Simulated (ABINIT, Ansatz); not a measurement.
# Osmium (P6_3/mmc): from the cell to the phonon bands, part 2 of 4

Aim: the phonon dispersion of Osmium (P6_3/mmc), checked by a second program.

ABINIT 10.8.3; DFT PBE, scalar-relativistic, plane waves, PseudoDojo norm-conserving pseudopotentials.

So far. Step 3 (Relaxing the cell and atoms): The volume changes by +2.0 % in this run and stands +2.0 % from the first cell. Step 4 (Self-consistent run for the response): The cell stands at -0.69 GPa: the relaxation ran with a smoothed and higher cutoff, and the difference is a stress of the finite basis. The relaxed cell has a = 2.751, c = 4.352 Å (conventional setting).

**5. Zone-centre response**

At q = 0 one unit cell holds all displacements. The response is solved for single atoms along the cell's directions, and symmetry skips those that follow from others. The crystal is treated as a metal, which screens a static field, so no field response is asked.

File dfpt_gamma.abi:

```

# common to the responses
getwfk_filepath "gso_WFK"
kptopt 2
nqpt 1
qpt 0.0 0.0 0.0
asr 0
chneut 0

# displacements
rfphon 1
rfatpol 1 2
rfdir 1 1 1
tolvrs 1.0d-10
prtwf 0
prtpot 1

# basis, mesh and filling
ecut 33.0
ngkpt 12 12 6
nshiftk 1
shiftk 0.0 0.0 0.0
istwfk *1
occopt 7
tsmear 0.01
nband 24
nstep 100
diemac 1000000.0
prtebands 0
prtgsr 0

# cell and atoms
acell 5.198624083 5.198624083 8.224008283
rprim 
    1.0 0.0 0.0
    -0.5 0.8660254038 0.0
    0.0 0.0 1.0
ntypat 1
znucl 76
natom 2
typat 1 1
xred 
    1/3 2/3 0.25
    2/3 1/3 0.75
pp_dirpath "./pseudo"
pseudos "Os.upf"
```

Launch:

```
$ OMP_NUM_THREADS=1 mpirun -n 16 abinit dfpt_gamma.abi > dfpt_gamma.log
```

Numbers of over 12 decimals in the logs are rounded to 6 here.

dfpt_gamma.abo, the main output file:

```text
[banners, grids, parts of the stress and lines that vanish by symmetry left out]
- input  file    -> dfpt_gamma.abi
- output file    -> dfpt_gamma.abo
- root for input  files -> dfpt_gammai
- root for output files -> dfpt_gammao

 Symmetries : space group P6_3/m m c (#194); Bravais hP (primitive hexag.)
================================================================================
 Values of the parameters that define the memory need of the present run (RF).
     intxc =       0      iscf =       7    lmnmax =       8     lnmax =       8
     mgfft =      45  mpssoang =       4    mqgrid =    3001     natom =       2
  nloc_mem =       1    nspden =       1   nspinor =       1    nsppol =       1
      nsym =      24    n1xccc =    2501    ntypat =       1    occopt =       7
   xclevel =       2
-    mband =          24        mffmem =           1         mkmem =          28
-   mkqmem =          28        mk1mem =          28           mpw =        1773
      nfft =       40500          nkpt =         436
- my_mband =          24
================================================================================
================================================================================

--------------------------------------------------------------------------------
------------- Echo of variables that govern the present computation ------------
--------------------------------------------------------------------------------
-
- outvars: echo of selected default values
-   iomode0 =  0 , fftalg0 =312 , wfoptalg0 =  0
-
- outvars: echo of global parameters not present in the input file
-  max_nthreads =    1
-
 -outvars: echo values of preprocessed input variables
 [... echo left out ...]
================================================================================

 chkinp: Checking input parameters for consistency.

[...]
== DATASET  1 ==================================================================
-   mpi_nproc: 16, omp_nthreads: 1 (-1 if OMP is not activated)

--- !DatasetInfo
iteration_state: {dtset: 1, }
dimensions: {natom: 2, nkpt: 436, mband: 24, nsppol: 1, nspinor: 1, nspden: 1, mpw: 1773, }
cutoff_energies: {ecut:  33.0, pawecutdg:  -1.0, }
electrons: {nelect:   3.20000000E+01, charge:   0.00000000E+00, occopt:   7.00000000E+00, tsmear:   1.00000000E-02, }
meta: {optdriver: 1, rfphon: 1, }
...

 mkfilename: getwfk from: gso_WFK

 Real(R)+Recip(G) space primitive vectors, cartesian coordinates (Bohr,Bohr^-1):
 R(1)=  5.1986241  0.0000000  0.0000000  G(1)=  0.1923586  0.1110583  0.0000000
 R(2)= -2.5993120  4.5021405  0.0000000  G(2)=  0.0000000  0.2221166  0.0000000
 R(3)=  0.0000000  0.0000000  8.2240083  G(3)=  0.0000000  0.0000000  0.1215952
 Unit cell volume ucvol=  1.9248239E+02 bohr^3
 Angles (23,13,12)=  9.00000000E+01  9.00000000E+01  1.20000000E+02 degrees
 setup1 : take into account q-point for computing boxcut.

 getcut: wavevector=  0.0000  0.0000  0.0000  ngfft=  30  30  45
         ecut(hartree)=     33.000   => boxcut(ratio)=   2.06894

--- Pseudopotential description ------------------------------------------------
- pspini: atom type   1  psp file is ./pseudo/Os.upf

   1.66910341E+03                                ecore*ucvol(ha*bohr**3)
--------------------------------------------------------------------------------

 ==>  initialize data related to q vector <==

 The list of irreducible perturbations for this q vector is:
    1)    idir= 1    ipert=   1
    2)    idir= 3    ipert=   1

[...]
The perturbation idir=   2  ipert=   1 is
 symmetric of a previously calculated perturbation.
 So, its SCF calculation is not needed.

 The perturbation idir=   1  ipert=   2 is
 symmetric of a previously calculated perturbation.
 So, its SCF calculation is not needed.

 The perturbation idir=   2  ipert=   2 is
 symmetric of a previously calculated perturbation.
 So, its SCF calculation is not needed.

 The perturbation idir=   3  ipert=   2 is
 symmetric of a previously calculated perturbation.
 So, its SCF calculation is not needed.

--------------------------------------------------------------------------------
 Perturbation wavevector (in red.coord.)   0.000000  0.000000  0.000000
 Perturbation : displacement of atom   1   along direction   1
 Found     2 symmetries that leave the perturbation invariant.

[...]
dfpt_looppert : total number of electrons, from k and k+q
  fully or partially occupied states are    3.200000E+01 and    3.200000E+01.
 Initialisation of the first-order wave-functions :
  ireadwf=   0

--- !BeginCycle
iteration_state: {dtset: 1, }
solver: {iscf: 7, nstep: 100, nline: 4, wfoptalg: 0, }
tolerances: {tolvrs: 1.00E-10, }
...

     iter   2DEtotal(Ha)        deltaE(Ha) residm    vres2
-ETOT  1   2.725665     -2.079E+03 1.717E+00 1.420E+02
 ETOT  2   2.347882     -3.778E-01 6.898E-02 3.589E+00
 ETOT  3   2.345869     -2.013E-03 1.265E-03 1.159E-01
 ETOT  4   2.345803     -6.601E-05 8.296E-05 7.466E-03
 ETOT  5   2.345813      1.012E-05 6.115E-06 4.951E-02
[...]
At SCF step    9       vres2   =  5.30E-12 < tolvrs=  1.00E-10 =>converged.
[...]
Mean square residual over all n,k,spin=   20.897E-14; max=  22.523E-11

 Thirteen components of 2nd-order total energy (hartree) are
 1,2,3: 0th-order hamiltonian combined with 1st-order wavefunctions
     kin0=   1.68876345E+03 eigvalue=   4.89933665E+01  local=  -1.01534251E+03
 4,5,6: 1st-order hamiltonian combined with 1st and 0th-order wfs
 loc psp =  -2.60432655E+03  Hartree=   6.11960746E+02     xc=  -1.21945649E+02
 note that "loc psp" includes a xc core correction that could be resolved
 7,8,9: eventually, occupation + non-local contributions
    edocc=   2.52451298E+02     enl0=   6.14359769E+02   enl1=  -1.55415440E+03
 1-9 gives the relaxation energy (to be shifted if some occ is /=2.0)
   erelax=  -2.07924047E+03
 10,11,12 Non-relaxation  contributions : frozen-wavefunctions and Ewald
 fr.local=   1.24782270E+03 fr.nonlo=   7.77036887E+02  Ewald=   2.39024730E+01
 13,14 Frozen wf xc core corrections (1) and (2)
 frxc 1  =  -2.11017035E+02  frxc 2 =   2.43841250E+02
 Resulting in :
 2DEtotal=    0.2345800181E+01 Ha. Also 2DEtotal=    0.638324747726E+02 eV
    (2DErelax=   -2.0792404749E+03 Ha. 2DEnonrelax=    2.0815862751E+03 Ha)
    (  non-var. 2DEtotal :    2.3458005859E+00 Ha)

[...]
Perturbation wavevector (in red.coord.)   0.000000  0.000000  0.000000
 Perturbation : displacement of atom   1   along direction   3
 Found     6 symmetries that leave the perturbation invariant.

--------------------------------------------------------------------------------

--------------------------------------------------------------------------------

 dfpt_looppert : total number of electrons, from k and k+q
  fully or partially occupied states are    3.200000E+01 and    3.200000E+01.
 Initialisation of the first-order wave-functions :
  ireadwf=   0

--- !BeginCycle
iteration_state: {dtset: 1, }
solver: {iscf: 7, nstep: 100, nline: 4, wfoptalg: 0, }
tolerances: {tolvrs: 1.00E-10, }
...

     iter   2DEtotal(Ha)        deltaE(Ha) residm    vres2
-ETOT  1   16.247199974297     -6.101E+03 4.597E+00 2.433E+04
[...]
ETOT  9   11.192738676861      8.276E-11 1.017E-09 8.778E-10
 ETOT 10   11.192738676745     -1.164E-10 5.175E-11 2.396E-12

 At SCF step   10       vres2   =  2.40E-12 < tolvrs=  1.00E-10 =>converged.
[...]
Mean square residual over all n,k,spin=   63.146E-15; max=  51.750E-12

 Thirteen components of 2nd-order total energy (hartree) are
 1,2,3: 0th-order hamiltonian combined with 1st-order wavefunctions
     kin0=   4.31651258E+03 eigvalue=   9.42492570E+01  local=  -2.58853664E+03
 4,5,6: 1st-order hamiltonian combined with 1st and 0th-order wfs
 loc psp =  -8.33006385E+03  Hartree=   2.40796487E+03     xc=  -3.21371716E+02
 note that "loc psp" includes a xc core correction that could be resolved
 7,8,9: eventually, occupation + non-local contributions
    edocc=   6.47761039E+02     enl0=   1.54957676E+03   enl1=  -3.88224844E+03
 1-9 gives the relaxation energy (to be shifted if some occ is /=2.0)
   erelax=  -6.10615615E+03
 10,11,12 Non-relaxation  contributions : frozen-wavefunctions and Ewald
 fr.local=   3.08147030E+03 fr.nonlo=   1.94279266E+03  Ewald=   1.01074743E+03
 13,14 Frozen wf xc core corrections (1) and (2)
 frxc 1  =  -5.28164181E+02  frxc 2 =   6.10502682E+02
 Resulting in :
 2DEtotal=    0.1119273868E+02 Ha. Also 2DEtotal=    0.304569935283E+03 eV
    (2DErelax=   -6.1061561458E+03 Ha. 2DEnonrelax=    6.1173488845E+03 Ha)
    (  non-var. 2DEtotal :    1.1192738672E+01 Ha)

[...]
---- first-order wavefunction calculations are completed ----

 ==> Compute Derivative Database <==

 [... matrices left out ...]
  Phonon wavevector (reduced coordinates) :  0.00000  0.00000  0.00000
 Phonon energies in Hartree :
  -1.793157E-05 -1.709534E-05 -1.709534E-05  7.078348E-04  7.078348E-04
   9.772090E-04
 Phonon frequencies in cm-1    :
- -3.935524E+00 -3.751993E+00 -3.751993E+00  1.553518E+02  1.553518E+02
-  2.144726E+02

== END DATASET(S) ==============================================================
================================================================================

 -outvars: echo values of variables after computation
            acell      5.1986240830E+00  5.1986240830E+00  8.2240082830E+00 Bohr
           etotal      1.1192738677E+01
            fcart      0.0000000000E+00  0.0000000000E+00  0.0000000000E+00
           strten      0.0000000000E+00  0.0000000000E+00  0.0000000000E+00
================================================================================
```

The job ended after 37 s (16 MPI ranks of Arm Neoverse V2, shared host).

Read from the output:

- largest acoustic frequency at the zone centre before the sum rule: -3.94 cm⁻¹
- highest optical zone-centre mode (no LO-TO term): 214.5 cm⁻¹
- lowest optical zone-centre mode: 155.3 cm⁻¹

The acoustic modes at Γ come out as far as 3.9 cm⁻¹ from zero, where they should vanish, a small numerical error.

**6. Phonons on a q mesh**

Linear response treats each wavevector of the 3×3×2 mesh in the unit cell; the first-order potentials are kept for the electron-phonon matrix elements.

File dfpt_q.abi:

```
ndtset 5

# wavevectors
qpt1 0.3333333333 0.0 0.0
qpt2 0.3333333333 0.3333333333 0.0
qpt3 0.0 0.0 0.5
qpt4 0.3333333333 0.0 0.5
qpt5 0.3333333333 0.3333333333 0.5

# displacements
getwfk_filepath "gso_WFK"
getwfq_filepath "gso_WFK"
kptopt 3
nqpt 1
rfphon 1
rfatpol 1 2
rfdir 1 1 1
tolvrs 1.0d-10
prtwf 0
prtpot 1

# basis, mesh and filling
ecut 33.0
ngkpt 12 12 6
nshiftk 1
shiftk 0.0 0.0 0.0
istwfk *1
occopt 7
tsmear 0.01
nband 24
nstep 100
diemac 1000000.0
prtebands 0
prtgsr 0

# cell and atoms
acell 5.198624083 5.198624083 8.224008283
rprim 
    1.0 0.0 0.0
    -0.5 0.8660254038 0.0
    0.0 0.0 1.0
ntypat 1
znucl 76
natom 2
typat 1 1
xred 
    1/3 2/3 0.25
    2/3 1/3 0.75
pp_dirpath "./pseudo"
pseudos "Os.upf"
```

Launch:

```
$ OMP_NUM_THREADS=1 mpirun -n 16 abinit dfpt_q.abi > dfpt_q.log
```

dfpt_q.abo, the main output file:

```text
[banners, grids, parts of the stress and lines that vanish by symmetry left out]
- input  file    -> dfpt_q.abi
- output file    -> dfpt_q.abo
- root for input  files -> dfpt_qi
[...]
DATASET    1 : space group P6_3/m m c (#194); Bravais hP (primitive hexag.)
[...]
nfft =       40500          nkpt =         864
[...]
DATASET    2 : space group P6_3/m m c (#194); Bravais hP (primitive hexag.)
[...]
nfft =       40500          nkpt =         864
[...]
DATASET    3 : space group P6_3/m m c (#194); Bravais hP (primitive hexag.)
[...]
nfft =       40500          nkpt =         864
[...]
DATASET    4 : space group P6_3/m m c (#194); Bravais hP (primitive hexag.)
[...]
nfft =       40500          nkpt =         864
[...]
DATASET    5 : space group P6_3/m m c (#194); Bravais hP (primitive hexag.)
[...]
nfft =       40500          nkpt =         864
[...]
== DATASET  1 ==================================================================
[...]
cutoff_energies: {ecut:  33.0, pawecutdg:  -1.0, }
[...]
Perturbation : displacement of atom   1   along direction   1
[...]
-ETOT  1   8.570193     -2.501E+03 2.977E+00 2.189E+04
 ETOT  2   21.374833194097      1.280E+01 4.597E+00 1.517E+05
 ETOT  3   6.687113     -1.469E+01 3.454E+00 5.106E+03
 ETOT  4   6.237545     -4.496E-01 1.121E+01 5.767E+02
 ETOT  5   6.107125     -1.304E-01 4.760E+00 5.257E+00
[...]
At SCF step   15       vres2   =  1.63E-11 < tolvrs=  1.00E-10 =>converged.
[...]
Perturbation : displacement of atom   1   along direction   2
[...]
-ETOT  1   4.645432     -2.130E+03 2.790E+00 1.311E+02
[...]
At SCF step   13       vres2   =  7.66E-13 < tolvrs=  1.00E-10 =>converged.
[...]
Perturbation : displacement of atom   1   along direction   3
[...]
-ETOT  1   13.139565998605     -5.719E+03 6.266E+00 7.425E+03
[...]
At SCF step   13       vres2   =  5.00E-12 < tolvrs=  1.00E-10 =>converged.
[...]
Phonon wavevector (reduced coordinates) :  0.33333  0.00000  0.00000
 Phonon energies in Hartree :
[...]
Phonon frequencies in cm-1    :
-  1.099519E+02  1.272632E+02  1.647412E+02  1.781086E+02  1.790819E+02
-  1.924217E+02
[...]
== DATASET  2 ==================================================================
[...]
cutoff_energies: {ecut:  33.0, pawecutdg:  -1.0, }
[...]
Perturbation : displacement of atom   1   along direction   1
[...]
-ETOT  1   7.837956     -2.409E+03 4.310E+00 4.187E+03
[...]
At SCF step   14       vres2   =  2.36E-13 < tolvrs=  1.00E-10 =>converged.
[...]
Perturbation : displacement of atom   1   along direction   3
[...]
-ETOT  1   11.086577134647     -5.560E+03 2.993E+01 2.313E+03
[...]
Phonon wavevector (reduced coordinates) :  0.33333  0.33333  0.00000
 Phonon energies in Hartree :
[...]
Phonon frequencies in cm-1    :
-  1.398447E+02  1.398447E+02  1.701875E+02  1.739800E+02  1.739800E+02
-  2.180751E+02
[...]
== DATASET  3 ==================================================================
[...]
cutoff_energies: {ecut:  33.0, pawecutdg:  -1.0, }
[...]
Perturbation : displacement of atom   1   along direction   1
[...]
-ETOT  1   2.857928     -2.078E+03 1.716E+00 1.553E+02
[...]
Perturbation : displacement of atom   1   along direction   3
[...]
-ETOT  1   21.295600152156     -7.228E+03 4.488E+00 1.112E+05
[...]
Phonon wavevector (reduced coordinates) :  0.00000  0.00000  0.50000
 Phonon energies in Hartree :
[...]
Phonon frequencies in cm-1    :
-  1.125829E+02  1.125829E+02  1.125829E+02  1.125829E+02  1.712783E+02
-  1.712783E+02
[...]
== DATASET  4 ==================================================================
[...]
cutoff_energies: {ecut:  33.0, pawecutdg:  -1.0, }
[...]
Perturbation : displacement of atom   1   along direction   1
[...]
-ETOT  1   7.669395     -2.443E+03 3.672E+00 7.820E+03
[...]
Perturbation : displacement of atom   1   along direction   2
[...]
-ETOT  1   5.084954     -2.128E+03 4.635E+00 1.348E+02
[...]
Perturbation : displacement of atom   1   along direction   3
[...]
-ETOT  1   17.705634994017     -5.913E+03 2.083E+01 2.351E+04
[...]
Phonon wavevector (reduced coordinates) :  0.33333  0.00000  0.50000
 Phonon energies in Hartree :
[...]
Phonon frequencies in cm-1    :
-  1.345502E+02  1.345525E+02  1.551068E+02  1.551068E+02  2.123349E+02
-  2.123363E+02
[...]
== DATASET  5 ==================================================================
[...]
cutoff_energies: {ecut:  33.0, pawecutdg:  -1.0, }
[...]
Perturbation : displacement of atom   1   along direction   1
[...]
-ETOT  1   7.681222     -2.397E+03 3.578E+00 3.664E+03
[...]
At SCF step   11       vres2   =  2.01E-11 < tolvrs=  1.00E-10 =>converged.
[...]
Perturbation : displacement of atom   1   along direction   3
[...]
-ETOT  1   16.678791618627     -5.614E+03 4.348E+00 5.653E+03
[...]
ETOT 10   14.571149908078     -1.000E-10 1.828E+00 3.221E-09
 ETOT 11   14.571149908130      5.184E-11 1.328E+01 2.538E-12
 At SCF step   11       vres2   =  2.54E-12 < tolvrs=  1.00E-10 =>converged.
[...]
Phonon wavevector (reduced coordinates) :  0.33333  0.33333  0.50000
 Phonon energies in Hartree :
[...]
Phonon frequencies in cm-1    :
-  1.480273E+02  1.480273E+02  1.900859E+02  1.900859E+02  1.980410E+02
-  1.980410E+02
[...]
strten3     0.0000000000E+00  0.0000000000E+00  0.0000000000E+00
           
================================================================================
```

Run time: 14 min. Hardware: 16 MPI ranks.

Read from the output:

```yaml
lowest_mode_on_the_q_mesh_acoustic_ones_at_the_zone_centre_apart: 110.0 cm⁻¹
```

Frequencies (cm⁻¹) before the sum rule at the irreducible wavevectors but Γ, which is solved apart; negative means imaginary. Frequencies by wavevector:

```tsv
q (fractions)	star	mode 1	mode 2	mode 3	mode 4	mode 5	mode 6
0.3333 0 0	6	110	127.3	164.7	178.1	179.1	192.4
0.3333 0.3333 0	2	139.8	139.8	170.2	174	174	218.1
0 0 0.5	1	112.6	112.6	112.6	112.6	171.3	171.3
0.3333 0 0.5	6	134.6	134.6	155.1	155.1	212.3	212.3
0.3333 0.3333 0.5	2	148	148	190.1	190.1	198	198
```

(Part 2 of 4 ends here.)

[Host names and launcher messages were left out of these logs when they were recorded.]

[Logs are printed without paths, hosts, clocks, repeated set-up lines and the standing remarks that a program may print on its own settings, such as how far it seeks lower states.]

[Hosts, paths, dates, database ids (printed as entryN), source tags and the programs' standing remarks are cut or masked in the printed files.]
